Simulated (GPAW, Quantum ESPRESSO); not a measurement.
MgB2 (P6/mmm), B K edge of atom 2, with 3 B at 1.78 Å (trigonal planar, site symmetry -6m2). Method: Quantum ESPRESSO XSpectra, PBE, excited-electron core hole (neutral cell), 27-atom cell with 6.4 Å between holes, 5×5×5 k points, dipole transitions, Lorentzian half width 0.3 eV up to 4 eV, rising linearly to 2.5 eV at 25 eV.

```xyz
3
Lattice="3.0850 0.0000 0.0000 -1.5425 2.6717 0.0000 0.0000 0.0000 3.5230" Properties=species:S:1:pos:R:3 pbc="T T T"
Mg    0.0000    0.0000    0.0000
B     1.5425    0.8906    1.7615
B     0.0000    1.7811    1.7615
```

Energy from the energy zero of the input (xe0, at the border of filled and empty states); a common scale on which the isotropic spectrum has a mean of 1 over the first 20 eV.

| E (eV) | curve 1 | curve 2 |
| --- | --- | --- |
| -2.0 | 0.05 | 0.02 |
| -1.5 | 0.07 | 0.03 |
| -1.0 | 0.10 | 0.04 |
| -0.5 | 0.21 | 0.06 |
| 0.0 | 0.57 | 0.19 |
| 0.5 | 0.78 | 0.19 |
| 1.0 | 0.85 | 0.09 |
| 1.5 | 1.21 | 0.08 |
| 2.0 | 1.04 | 0.10 |
| 2.5 | 1.15 | 0.12 |
| 3.0 | 1.34 | 0.16 |
| 3.5 | 1.21 | 0.24 |
| 4.0 | 1.13 | 0.35 |
| 4.5 | 1.14 | 0.51 |
| 5.0 | 1.11 | 0.87 |
| 5.5 | 1.17 | 1.34 |
| 6.0 | 1.23 | 1.62 |
| 6.5 | 1.21 | 1.61 |
| 7.0 | 1.29 | 1.55 |
| 7.5 | 1.35 | 1.47 |
| 8.0 | 1.27 | 1.38 |
| 8.5 | 1.20 | 1.34 |
| 9.0 | 1.19 | 1.36 |
| 9.5 | 1.16 | 1.36 |
| 10.0 | 1.13 | 1.37 |
| 10.5 | 1.12 | 1.38 |
| 11.0 | 1.11 | 1.39 |
| 11.5 | 1.08 | 1.41 |
| 12.0 | 1.04 | 1.44 |
| 12.5 | 0.96 | 1.49 |
| 13.0 | 0.87 | 1.52 |
| 13.5 | 0.78 | 1.52 |
| 14.0 | 0.72 | 1.48 |
| 14.5 | 0.70 | 1.42 |
| 15.0 | 0.72 | 1.36 |
| 15.5 | 0.73 | 1.30 |
| 16.0 | 0.73 | 1.22 |
| 16.5 | 0.70 | 1.13 |
| 17.0 | 0.68 | 1.03 |
| 17.5 | 0.67 | 0.93 |
| 18.0 | 0.67 | 0.83 |
| 18.5 | 0.69 | 0.74 |
| 19.0 | 0.72 | 0.67 |
| 19.5 | 0.76 | 0.62 |
| 20.0 | 0.80 | 0.59 |
| 20.5 | 0.83 | 0.57 |
| 21.0 | 0.84 | 0.56 |
| 21.5 | 0.82 | 0.55 |
| 22.0 | 0.79 | 0.54 |
| 22.5 | 0.75 | 0.53 |
| 23.0 | 0.69 | 0.52 |
| 23.5 | 0.64 | 0.51 |
| 24.0 | 0.59 | 0.50 |
| 24.5 | 0.54 | 0.49 |
| 25.0 | 0.51 | 0.48 |
| 25.5 | 0.48 | 0.48 |
| 26.0 | 0.45 | 0.47 |
| 26.5 | 0.44 | 0.48 |
| 27.0 | 0.43 | 0.48 |
| 27.5 | 0.43 | 0.49 |
| 28.0 | 0.44 | 0.50 |
| 28.5 | 0.44 | 0.51 |
| 29.0 | 0.45 | 0.52 |
| 29.5 | 0.45 | 0.53 |
| 30.0 | 0.46 | 0.53 |
| 30.5 | 0.46 | 0.52 |
| 31.0 | 0.47 | 0.50 |
| 31.5 | 0.47 | 0.49 |
| 32.0 | 0.48 | 0.47 |

Question: The curves are for the electric vector along different Cartesian axes of the cell as given, averaged over the symmetry-equivalent atoms. Which is which?

Curve 1: along z (c), main maxima 0.8 eV (0.87), 1.6 eV (1.27), 2.9 eV (1.36) and 7.4 eV (1.36). Curve 2: along x (⊥ c) (the other in-plane axis gives the same curve within 3 %), main maxima 0.3 eV (0.25), 6.2 eV (1.64) and 13.2 eV (1.52). A K edge sees empty p states on the absorber. Each direction probes the empty orbitals that point along it. The holes are only 6.4 Å apart, so the shape is probably not converged with cell size; no larger cell was run here. Lifetime broadening is put in by hand, and intensities beyond about 20 eV depend on it and on the partial waves; weight that the partial waves miss at high energy is lost.

[Banner, clock and machine lines of the logs are left out without a mark of their own.]

[Logs are printed without paths, hosts, clocks, repeated set-up lines and the standing remarks that a program may print on its own settings, such as how far it seeks lower states.]

[Hosts, paths, dates, database ids (printed as entryN), source tags and the programs' standing remarks are cut or masked in the printed files.]

[Lists of maxima count a maximum above −3 eV only where it reaches 4 % of the highest in the window and stands out from its surroundings by 2 % of it (1.5 % where it reaches 55 %); shoulders and weaker maxima are passed over, and of the rest the first, up to two pre-edge ones and the few strongest are named.]
